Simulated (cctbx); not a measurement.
# YMn4In8: precision against data quality

Space group I4/mmm (no. 139), a = 9.7110 Å, b = 9.7110 Å, c = 5.7330 Å, α = 90.00°, β = 90.00°, γ = 90.00°.

| atom | mult. | x | y | z | Ueq (Å²) |
| --- | --- | --- | --- | --- | --- |
| In1 | 8 | 0.7265 | 1/2 | 0 | 0.0099 |
| In2 | 8 | 0.1575 | 1/2 | 1/2 | 0.0093 |
| Y1 | 2 | 0 | 0 | 0 | 0.0095 |
| Mn1 | 8 | 3/4 | 3/4 | 1/4 | 0.0184 |

The model was made for the exercise: a known structure type with other elements put in, its volume estimated, not relaxed; displacement parameters are assumed.

Five simulated data sets (cctbx; Mo Kα, λ = 0.71073 Å; 4 % proportional error) differ in resolution or exposure (noise floor 2 counts in the first three, 8 in the last two). Each is refined with the right model, isotropic at 1.1 Å and anisotropic otherwise. How do the figures of merit and the uncertainties move?

```
d min (Å)  top counts  ⟨I/σ⟩ (unmerged, absences included)  unique  param. (scale apart)   Rint      R1  GooF  largest s.u. xyz (fractional)  s.u. U of Mn1 (Å²)  largest error (Å)
      1.1       40000                                  8.6      79                     6  0.033  0.0096  1.49                        0.00006              0.0005             0.0012
     0.84       40000                                  8.4     162                    14  0.034  0.0073  0.94                        0.00002              0.0002             0.0002
      0.6       40000                                  7.2     414                    14  0.035  0.0078  1.00                        0.00001              0.0001             0.0001
     0.75         300                                  0.7     219                    14  0.372  0.0644  1.01                        0.00040              0.0027             0.0059
     0.75        3000                                  3.2     219                    14  0.075  0.0183  1.01                        0.00007              0.0005             0.0011
```

GooF reaches 1.49 where the model lacks something that the data hold (anisotropy at the isotropic level, for one). The s.u. of U for Mn1 goes 0.0005, 0.0002, 0.0001 Å² with resolution and 0.0027, 0.0005 Å² with exposure.

The 1.1 Å row also differs in its displacement model, so it isn't a clean test of resolution.

Hardware for the 0.6 Å refinement: 0.4 s on 1 thread of Arm Neoverse V2 (shared host), peak memory 0.09 GiB.

[Logs are printed without paths, hosts, clocks, repeated set-up lines and the standing remarks that a program may print on its own settings, such as how far it seeks lower states.]
